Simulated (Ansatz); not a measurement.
# Stack of 1T-HfTe2 under H-GaAs-Cl chair, unshifted in a perpendicular field, part 2 of 3

Aim: how the stack of 1T-HfTe2 under H-GaAs-Cl chair, unshifted screens a field along its normal, and what the field does to its bands. A positive field points along +c.

Ansatz 0.2.0; plane-wave DFT, PBEsol-D3(BJ), Ansatz PAW.

So far. Step 2 (Relaxation): The lattice constant a goes from 3.973 to 3.907 Å.

## Step 3: Single point, field 0, start network

A sawtooth potential applies the field, turning back in the middle of the vacuum. With the dipole correction the typed value is the field outside the slab. The induced dipole is small, so the SCF threshold is tight.

The cell differs from the one that the last finished run ended in (c 54.036 → 28.858 Å).

Input file input.yaml:

```yaml
crystal:
  lattice:
    - [3.9069962597, 0.0, 0.0]
    - [-1.9534981299, 3.3835580134, 0.0]
    - [0.0, 0.0, 28.8583475502]
  atoms:
    - { symbol: Te, position: [0.6666666667, 0.3333333333, 0.3118681686] }
    - { symbol: Hf, position: [0.0, 0.0, 0.3729340293] }
    - { symbol: Te, position: [0.3333333333, 0.6666666667, 0.4338272961] }
    - { symbol: Cl, position: [0.6666666667, 0.3333333333, 0.5307151793] }
    - { symbol: As, position: [0.6666666667, 0.3333333333, 0.6058434641] }
    - { symbol: Ga, position: [0.3333333333, 0.6666666667, 0.6341113949] }
    - { symbol: H, position: [0.3333333333, 0.6666666667, 0.6881318314] }
kpoints:
  mp_grid: { grid: [12, 12, 1] }
  band_path:
    path: [[0, 0, 0], [0.5, 0, 0], [0.33333333, 0.33333333, 0], [0, 0, 0]]
    npoints: 16
hamiltonian:
  xc: pbesol
  dispersion: d3bj
scf:
  occupations: { method: fermi_dirac, width: 0.05 }
  convergence: { dr2_threshold: 1.0e-10 }
efield:
  axis: 3
  dipole_correction: true
  ramp_position: 0.97
  ramp_width: 0.06
  amplitude: 0
output:
  dos: { projected: true, e_range: [-6, 5] }
  bader: true
  write_potential: true
  write_density: true
  volumetric_format: npy
  elf: true
```

Launch:

```
> ansatz run input.yaml --threads 4 --pin off --max-ram 6144MiB --backend cpu --events-out ev --progress --plain --runs-dir out
```

Numbers of over 12 decimals in the logs are rounded to 6 here.

What it wrote:

```text
[...]
Crystal: 7 atoms, lattice volume = 381.494 Å³
Basis set: ecut = 420 eV, 7561 PW (Γ)
Bands: 57, of which v1, the nominal top of the filled ones, is band 47 counted from 1 (46 counted from 0)
Symmetry: 6 space group operations
[...]
k-points: 19 of 144 (time reversal used)
[...]
SCF iter   1: F=—  HF=-39038.237591 eV  |F-HF|=—  |Δ(HF+E_count)|=         —  Δρ=3.19e-3  dr2=1.17e-1  ethr=1.77e-3  p=-0.029 e·Å  D=-1.36e-2 V/Å  ΔV_dip=0.39 eV  dr2_dipole=4.46e-2  V_vac-E_F(+/−)=5.14/4.75 eV  ⟨swp⟩=8.2  Hψ=4537  notcnv=0  defer=12
efield: sawtooth ramp at fractional position 0.9700 (set: `efield.ramp_position`, or a place that a band, a saddle search or an elastic batch's reference lends), width 0.0600; the density the first Hamiltonian is built on has a dipole p = -0.029 e·Å; the dipole correction subtracts the counter field D = -1.36e-2 V/Å, which shifts the + side's vacuum level by +0.39 eV against the − side's; the planar-averaged density in the ramp window peaks in size at 6.6e-6 e/Å³
[...]
SCF iter   2: F=—  HF=-39038.503569 eV  |F-HF|=—  |Δ(HF+E_count)|=   2.66e-1  Δρ=6.49e-3  dr2=3.46e0  ethr=1.24e-4  p=0.226 e·Å  D=1.07e-1 V/Å  ΔV_dip=-3.10 eV  dr2_dipole=1.74e0  V_vac-E_F(+/−)=2.20/5.30 eV  ⟨swp⟩=4.9  Hψ=2593  notcnv=0  defer=58
[...]
SCF iter  13: F=-39038.209185 eV  HF=-39038.209185 eV  |F-HF|=1.67e-10  |Δ(HF+E_count)|=  2.26e-10  Δρ=9.98e-8  dr2=5.19e-11  ethr=1.00e-12  p=0.044 e·Å  D=2.09e-2 V/Å  ΔV_dip=-0.60 eV  dr2_dipole=1.22e-12  V_vac-E_F(+/−)=4.20/4.80 eV  ⟨swp⟩=13.5  Hψ=3497  notcnv=0
SCF 1 converged in 13 iterations: F = -39038.209185 eV  dr2 = 5.19e-11
[...]
NSCF: frozen V_eff on 49 k-points
efield: sawtooth ramp at fractional position 0.9700 (kept from the solve that this one continues, or follows in the run), width 0.0600; the density the first Hamiltonian is built on has a dipole p = 0.044 e·Å; the dipole correction subtracts the counter field D = 2.09e-2 V/Å, which shifts the + side's vacuum level by -0.60 eV against the − side's; the planar-averaged density in the ramp window peaks in size at 4.9e-6 e/Å³
[...]
SCF converged after 13 iterations
Free energy (F): -39038.209185 eV
[...]
Internal energy: -39038.201217 eV  (E = F + TS)
E sigma→0 (E₀):  -39038.205201 eV
Entropy (-TS):   -0.007968 eV (-1.138 meV/atom)
Fermi energy:    1.404119 eV
Dipole field:    D = 0.020857 V/Å  (p = 0.043971 e·Å, saw-weighted, corrected)
Work function:   Φ+ = 4.1988 eV   Φ− = 4.8007 eV
Levels:          The Fermi level and band energies are counted from a zero that moves with the ramp; work functions are not
[...]
--- Band table (eV; the first three rows and the last of 19) ---
  k-point 0: bands = [... 43 lower, 0.3267, 0.3267, 1.8700, 1.8700, 2.0573, 2.3595, 2.3595, 2.3854, ... 6 higher]
  k-point 1: bands = [... 43 lower, 0.2007, 0.2941, 1.0199, 1.4507, 2.2875, 2.5880, 2.7783, 2.8091, ... 6 higher]
  k-point 2: bands = [... 43 lower, -0.1959, -0.0903, 0.4756, 0.9475, 2.0887, 2.7367, 3.2610, 3.3023, ... 6 higher]
  k-point 18: bands = [... 43 lower, -1.6691, -1.1203, -0.7959, -0.6064, 2.4819, 3.0146, 3.5351, 3.6602, ... 6 higher]
--- Bader charges: 7 sites ---
  site symbol  charge [e]  shift [e]
     0     Te     -0.8087     0.0002
     1     Hf      1.6184     0.0005
     2     Te     -0.7731     0.0002
     3     Cl     -0.4211     0.0022
     4     As     -0.0554     0.0006
     5     Ga      0.7268     0.0059
     6      H     -0.2868     0.0043
  estimated error of the sums over rays = 8.0e-4 e
```

It took 64 s on 4 threads of Intel Xeon Platinum 8259CL at 2.50GHz (Skylake/Cascade Lake), shared host; peak memory 1.4 GiB.

Numbers from this step:

```
energy at zero smearing        : -39038.2052 eV
work function, upper face      : 4.199 eV
work function, lower face      : 4.801 eV
dipole along the normal        : 0.04397 e·Å
step between the vacuum levels : -0.6019 eV
```

Running mean over a fixed 2.7 Å (it still follows the layers) of the planar mean; the ramp of the sawtooth is left out. Electron's electrostatic potential energy less the Fermi level against z:

| z (Å) | electron's electrostatic potential energy less the Fermi level (eV) |
| --- | --- |
| 3.5 | 4.80 |
| 4.0 | 4.80 |
| 4.5 | 4.80 |
| 5.0 | 4.80 |
| 5.5 | 4.78 |
| 6.0 | 4.73 |
| 6.5 | 4.52 |
| 7.0 | 3.70 |
| 7.5 | 2.70 |
| 8.0 | 1.85 |
| 8.5 | 0.303 |
| 9.0 | -1.54 |
| 9.5 | -3.51 |
| 10.0 | -4.71 |
| 10.5 | -5.69 |
| 11.0 | -5.74 |
| 11.5 | -4.78 |
| 12.0 | -3.63 |
| 12.5 | -1.70 |
| 13.0 | 0.0648 |
| 13.5 | 1.04 |
| 14.0 | 0.501 |
| 14.5 | 0.135 |
| 15.0 | 0.315 |
| 15.5 | -0.323 |
| 16.0 | -1.41 |
| 16.5 | -2.17 |
| 17.0 | -2.92 |
| 17.5 | -3.63 |
| 18.0 | -3.87 |
| 18.5 | -3.17 |
| 19.0 | -2.01 |
| 19.5 | 0.00810 |
| 20.0 | 1.93 |
| 20.5 | 3.12 |
| 21.0 | 3.61 |
| 21.5 | 4.03 |
| 22.0 | 4.16 |
| 22.5 | 4.19 |
| 23.0 | 4.20 |
| 23.5 | 4.20 |
| 24.0 | 4.20 |
| 24.5 | 4.20 |
| 25.0 | 4.20 |
| 25.5 | 4.20 |

The density of states has structure finer than the step of the table below, so its rows give means over 0.2 eV, whole bins alone (the curve runs from -6 to 1.99 eV). Peaks (eV: height): -5.83: 7.83, -4.62: 14.4, -4.07: 7.55, -3.74: 24.0, -3.24: 8.43, -2.80: 7.84, -2.22: 11.6.

Table of density of states by energy, zero at the Fermi level; means over each step:

| energy (eV) | density of states (states/eV a cell) |
| --- | --- |
| -5.8 | 3.93 |
| -5.6 | 1.18 |
| -5.4 | 1.03 |
| -5.2 | 1.40 |
| -5.0 | 3.25 |
| -4.8 | 4.94 |
| -4.6 | 7.21 |
| -4.4 | 4.32 |
| -4.2 | 4.12 |
| -4.0 | 4.29 |
| -3.8 | 9.07 |
| -3.6 | 3.09 |
| -3.4 | 3.16 |
| -3.2 | 5.11 |
| -3.0 | 3.40 |
| -2.8 | 6.23 |
| -2.6 | 5.16 |
| -2.4 | 6.16 |
| -2.2 | 7.17 |
| -2.0 | 4.99 |
| -1.8 | 4.51 |
| -1.6 | 3.63 |
| -1.4 | 3.17 |
| -1.2 | 3.33 |
| -1.0 | 2.59 |
| -0.8 | 1.06 |
| -0.6 | 0.773 |
| -0.4 | 0.462 |
| -0.2 | 0.318 |
| 0.0 | 0.631 |
| 0.2 | 1.15 |
| 0.4 | 1.36 |
| 0.6 | 1.59 |
| 0.8 | 3.20 |
| 1.0 | 4.39 |
| 1.2 | 4.20 |
| 1.4 | 3.88 |
| 1.6 | 1.42 |
| 1.8 | 4.21 |

Projected DOS per atom over height of the atomic layer and energy from the Fermi level. Layers: Te Hf Te Cl As Ga H from below.

Ten even steps from '0' (0.00 states/eV) to '9' (2.10 states/eV), each cell a mean:
```
1611330
0501200
0403630
0700100
0400000
0100000
0000000
1010000
5150000
5250100
6361210
7762210
6564220
4334121
3225222
7364100
3227210
2227310
2239232
0003210
0001200
0007410
```
Columns: height of the atomic layer (Å) from 9 to 19.9 (not evenly spaced); rows upwards: energy from the Fermi level (eV) from -5.96 to 1.96.

Electronic bands along the path, in eV, zero at the Fermi level:

| point | band 44 | band 45 | band 46 | band 47 | band 48 | band 49 | band 50 | band 51 |
| --- | --- | --- | --- | --- | --- | --- | --- | --- |
| Γ | -1.08 | -1.08 | 0.47 | 0.47 | 0.65 | 0.96 | 0.96 | 0.98 |
| halfway | -1.99 | -1.79 | -1.06 | -0.80 | 0.36 | 1.25 | 1.85 | 2.17 |
| M | -2.37 | -2.14 | -1.81 | -0.99 | -0.05 | 0.83 | 1.53 | 2.57 |
| halfway | -2.67 | -2.44 | -2.17 | -1.85 | 0.80 | 1.22 | 2.44 | 2.50 |
| K | -3.07 | -2.52 | -2.20 | -2.01 | 1.08 | 1.61 | 2.13 | 2.26 |
| halfway | -2.36 | -2.05 | -1.72 | -1.04 | 1.00 | 1.26 | 1.75 | 2.63 |
| Γ | -1.08 | -1.08 | 0.47 | 0.47 | 0.65 | 0.96 | 0.96 | 0.98 |

Valence density in the ca plane at fractional y = 0.333, with atoms of Te and Cl and As within 0.2 Å of it. It is the smooth field of the valence electrons, not physical close to the nuclei.

Values in e/Å³, 6 rows by 16 columns, each cell a mean:
```
 1  1  0  0  0  0  0  1  0  1  0  0  0  0  0  0
 8  3  0  0  0  0  1  1  3 12  0  0  0  0  0  0
 6  2  0  0  0  0  1  1  2  7  0  0  0  0  0  0
 0  0  0  0  0  0  0  0  0  0  0  0  0  0  0  0
 0  0  0  0  0  0  0  0  0  0  0  0  0  0  0  0
 0  0  0  0  0  0  0  0  0  0  0  0  0  0  0  0
```
Columns run along c (16.0 Å, from fractional 0.29 to 0.85 of the cell), rows up along a (3.9 Å). Atoms in or near the plane, at fractional coordinates: Te at (0.31, 0.67), Cl at (0.53, 0.67), As at (0.61, 0.67).

ELF in the ca plane at fractional y = 0.333, with atoms of Te and Cl and As within 0.2 Å of it. It is the smooth field of the valence electrons, not physical close to the nuclei.

Ten even steps from '0' (0.00) to '9' (0.89), each cell a mean:
```
76667521245554202799853468874211110000000000
53346642122221005999985556775200000000000000
30024652110000016985687522364200000000000000
20014652100000016975687522364200000000000000
52245642122211005999986555675200000000000000
66567521245543102799963468875211110000000000
66665211357766410367521257653224554200000000
23331011367777630000000123332246887410000000
12321011367777630000000023322347997510000000
66664111357777510256421256643224664200000000
```
Columns run along c (16.0 Å, from fractional 0.29 to 0.85 of the cell), rows up along a (3.9 Å). Atoms in or near the plane, at fractional coordinates: Te at (0.31, 0.67), Cl at (0.53, 0.67), As at (0.61, 0.67).

Electrostatic potential energy in the ca plane at fractional y = 0.333, with atoms of Te and Cl and As within 0.2 Å of it. With pseudopotentials it is smooth inside the atoms' cores, unlike the true potential.

Ten even steps from '0' (-20 eV) to '9' (6 eV), each cell a mean:
```
52247777888889999877788754568899999999999999
15513788899999998510046213137899999999999999
69971689999999997100014179715899999999999999
79981689999999997100003189815899999999999999
27723788999999998400046224226899999999999999
41136778888889999865688643467899999999999999
87777766777778999999999887777899999999999999
99987645666557899999999988767889999999999999
99987544666557899999999988767889999999999999
88887666777778999999999887777899999999999999
```
Columns run along c (16.0 Å, from fractional 0.29 to 0.85 of the cell; values clipped at the 3rd and 97th percentile), rows up along a (3.9 Å). Atoms in or near the plane, at fractional coordinates: Te at (0.31, 0.67), Cl at (0.53, 0.67), As at (0.61, 0.67).

The work function of the upper face is 4.20 eV.

## Step 4: Atoms held, field 0.05 V/Å

Changes to input.yaml since step 3:

```diff
@@ -29,6 +29,4 @@
   ramp_width: 0.06
-  amplitude: 0
+  amplitude: 0.05
 output:
-  dos: { projected: true, e_range: [-6, 5] }
-  bader: true
   write_potential: true
@@ -36,2 +34 @@
   volumetric_format: npy
-  elf: true
```

What it wrote:

```text
[...]
Crystal: 7 atoms, lattice volume = 381.494 Å³
Basis set: ecut = 420 eV, 7561 PW (Γ)
Bands: 57, of which v1, the nominal top of the filled ones, is band 47 counted from 1 (46 counted from 0)
Symmetry: 6 space group operations
[...]
k-points: 19 of 144 (time reversal used)
[...]
k-point 0: bands = [... 43 lower, 0.3305, 0.3305, 1.8273, 1.8273, 2.0598, 2.3169, 2.3169, 2.3518, ... 6 higher]
  k-point 1: bands = [... 43 lower, 0.2044, 0.2524, 0.9773, 1.4081, 2.2490, 2.5757, 2.7357, 2.7975, ... 6 higher]
  k-point 2: bands = [... 43 lower, -0.2378, -0.0875, 0.4330, 0.9050, 2.0471, 2.7314, 3.2184, 3.2995, ... 6 higher]
  k-point 18: bands = [... 43 lower, -1.6647, -1.1607, -0.8442, -0.6379, 2.4814, 2.9720, 3.4917, 3.6206, ... 6 higher]
[key lines of the parts left out:]
SCF converged after 14 iterations
Free energy (F): -39038.212403 eV
Fermi energy:    1.361771 eV
Dipole field:    D = 0.040207 V/Å  (p = 0.084767 e·Å, saw-weighted, corrected)
```

The job ended after 35 s (4 threads; peak memory 1.2 GiB; 2.2 min of CPU time).

The dipole is 0.0848 e·Å, 0.0408 e·Å from its value without field.

## Step 5: Single point, field -0.05 V/Å

Changes to input.yaml since step 4:

```diff
@@ -29,3 +29,3 @@
   ramp_width: 0.06
-  amplitude: 0.05
+  amplitude: -0.05
 output:
```

What it wrote:

```text
[...]
Crystal: 7 atoms, lattice volume = 381.494 Å³
Basis set: ecut = 420 eV, 7561 PW (Γ)
Bands: 57, of which v1, the nominal top of the filled ones, is band 47 counted from 1 (46 counted from 0)
Symmetry: 6 space group operations
[...]
k-points: 19 of 144 (time reversal used)
[...]
k-point 0: bands = [... 43 lower, 0.3229, 0.3229, 1.9121, 1.9121, 2.0540, 2.4015, 2.4015, 2.4182, ... 6 higher]
  k-point 1: bands = [... 43 lower, 0.1972, 0.3353, 1.0619, 1.4927, 2.3244, 2.5987, 2.8199, 2.8204, ... 6 higher]
  k-point 2: bands = [... 43 lower, -0.1544, -0.0930, 0.5176, 0.9894, 2.1296, 2.7411, 3.3007, 3.3031, ... 6 higher]
  k-point 18: bands = [... 43 lower, -1.6737, -1.0803, -0.7481, -0.5748, 2.4821, 3.0567, 3.5780, 3.6996, ... 6 higher]
[key lines of the parts left out:]
SCF converged after 14 iterations
Free energy (F): -39038.208007 eV
Fermi energy:    1.445920 eV
Dipole field:    D = 0.001486 V/Å  (p = 0.003133 e·Å, saw-weighted, corrected)
```

Run time: 35 s. Hardware: 4 threads; peak memory 1.2 GiB.

The dipole is 0.00313 e·Å, -0.0408 e·Å from its value without field.

## Step 6: Atoms held, field 0.1 V/Å

Changes to input.yaml since step 5:

```diff
@@ -27,5 +27,5 @@
   dipole_correction: true
-  ramp_position: 0.97
-  ramp_width: 0.06
-  amplitude: -0.05
+  ramp_position: 0.931
+  ramp_width: 0.1008
+  amplitude: 0.1
 output:
```

What it wrote:

```text
[...]
Crystal: 7 atoms, lattice volume = 381.494 Å³
Basis set: ecut = 420 eV, 7561 PW (Γ)
Bands: 57, of which v1, the nominal top of the filled ones, is band 47 counted from 1 (46 counted from 0)
Symmetry: 6 space group operations
[...]
k-points: 19 of 144 (time reversal used)
[...]
k-point 0: bands = [... 43 lower, 0.3561, 0.3561, 1.8059, 1.8059, 2.0831, 2.2956, 2.2956, 2.3396, ... 6 higher]
  k-point 1: bands = [... 43 lower, 0.2298, 0.2320, 0.9560, 1.3868, 2.2310, 2.5827, 2.7143, 2.8075, ... 6 higher]
  k-point 2: bands = [... 43 lower, -0.2585, -0.0628, 0.4117, 0.8838, 2.0267, 2.7465, 3.1970, 3.3120, ... 6 higher]
  k-point 18: bands = [... 43 lower, -1.6388, -1.1795, -0.8712, -0.6477, 2.5024, 2.9507, 3.4696, 3.6025, ... 6 higher]
[key lines of the parts left out:]
SCF converged after 14 iterations
Free energy (F): -39038.217660 eV
Fermi energy:    1.340640 eV
Dipole field:    D = 0.059532 V/Å  (p = 0.125509 e·Å, saw-weighted, corrected)
```

Wall time 33 s (4 threads); peak memory 1.2 GiB.

The dipole is 0.126 e·Å, 0.0815 e·Å from its value without field.

## Step 7: Atoms held, field 0.2 V/Å

Changes to input.yaml since step 6:

```diff
@@ -29,3 +29,3 @@
   ramp_width: 0.1008
-  amplitude: 0.1
+  amplitude: 0.2
 output:
```

What it wrote:

```text
[...]
Crystal: 7 atoms, lattice volume = 381.494 Å³
Basis set: ecut = 420 eV, 7561 PW (Γ)
Bands: 57, of which v1, the nominal top of the filled ones, is band 47 counted from 1 (46 counted from 0)
Symmetry: 6 space group operations
[...]
k-points: 19 of 144 (time reversal used)
[...]
k-point 0: bands = [... 43 lower, 0.3970, 0.3970, 1.7511, 1.7511, 2.1135, 2.2410, 2.2410, 2.3070, ... 6 higher]
  k-point 1: bands = [... 43 lower, 0.1802, 0.2704, 0.9014, 1.3322, 2.1814, 2.5770, 2.6596, 2.8194, ... 6 higher]
  k-point 2: bands = [... 43 lower, -0.3114, -0.0237, 0.3571, 0.8296, 1.9735, 2.7616, 3.1423, 3.3073, ... 6 higher]
  k-point 18: bands = [... 43 lower, -1.5985, -1.2283, -0.9373, -0.6773, 2.5326, 2.8960, 3.4132, 3.5552, ... 6 higher]
[key lines of the parts left out:]
SCF converged after 14 iterations
Free energy (F): -39038.234283 eV
Fermi energy:    1.286433 eV
Dipole field:    D = 0.098146 V/Å  (p = 0.206918 e·Å, saw-weighted, corrected)
```

It took 33 s on 4 threads; peak memory 1.2 GiB; 2.1 min of CPU time.

The dipole is 0.207 e·Å, 0.163 e·Å from its value without field.

## Step 8: Atoms held, field 0.3 V/Å

Changes to input.yaml since step 7:

```diff
@@ -27,6 +27,8 @@
   dipole_correction: true
-  ramp_position: 0.931
-  ramp_width: 0.1008
-  amplitude: 0.2
+  ramp_position: 0.9286
+  ramp_width: 0.1058
+  amplitude: 0.3
 output:
+  dos: { projected: true, e_range: [-6, 5] }
+  bader: true
   write_potential: true
@@ -34 +36,2 @@
   volumetric_format: npy
+  elf: true
```

What it wrote:

```text
[...]
Crystal: 7 atoms, lattice volume = 381.494 Å³
Basis set: ecut = 420 eV, 7561 PW (Γ)
Bands: 57, of which v1, the nominal top of the filled ones, is band 47 counted from 1 (46 counted from 0)
Symmetry: 6 space group operations
[...]
k-points: 19 of 144 (time reversal used)
[...]
k-point 18: bands = [... 43 lower, -1.5606, -1.2779, -1.0055, -0.7060, 2.5603, 2.8392, 3.3547, 3.5072, ... 6 higher]
--- Bader charges: 7 sites ---
  site symbol  charge [e]  shift [e]
     0     Te     -0.8271     0.0002
     1     Hf      1.6182     0.0005
     2     Te     -0.7637     0.0002
     3     Cl     -0.4308     0.0022
     4     As     -0.0542     0.0006
     5     Ga      0.7268     0.0059
     6      H     -0.2693     0.0043
  estimated error of the sums over rays = 7.9e-4 e
[key lines of the parts left out:]
SCF converged after 15 iterations
Free energy (F): -39038.259040 eV
Fermi energy:    1.230024 eV
Dipole field:    D = 0.136713 V/Å  (p = 0.288227 e·Å, saw-weighted, corrected)
```

The job ended after 66 s (4 threads; peak memory 1.3 GiB; 4.3 min of CPU time).

The dipole is 0.288 e·Å, 0.244 e·Å from its value without field.

[end of part 2 of 3]

[Logs are printed without paths, hosts, clocks, repeated set-up lines and the standing remarks that a program may print on its own settings, such as how far it seeks lower states.]

[Hosts, paths, dates, database ids (printed as entryN), source tags and the programs' standing remarks are cut or masked in the printed files.]

[Maps of the electrostatic potential energy from Ansatz leave out the sawtooth potential of an applied field or a dipole correction, so their vacuum need not be flat; planar profiles and work functions include it.]

[The density of states shown here was stored with 400 of the rows of the run's finer table, so its peaks can read low, often by over a quarter, or be missed, and its means over a window can be off by a tenth or more.]
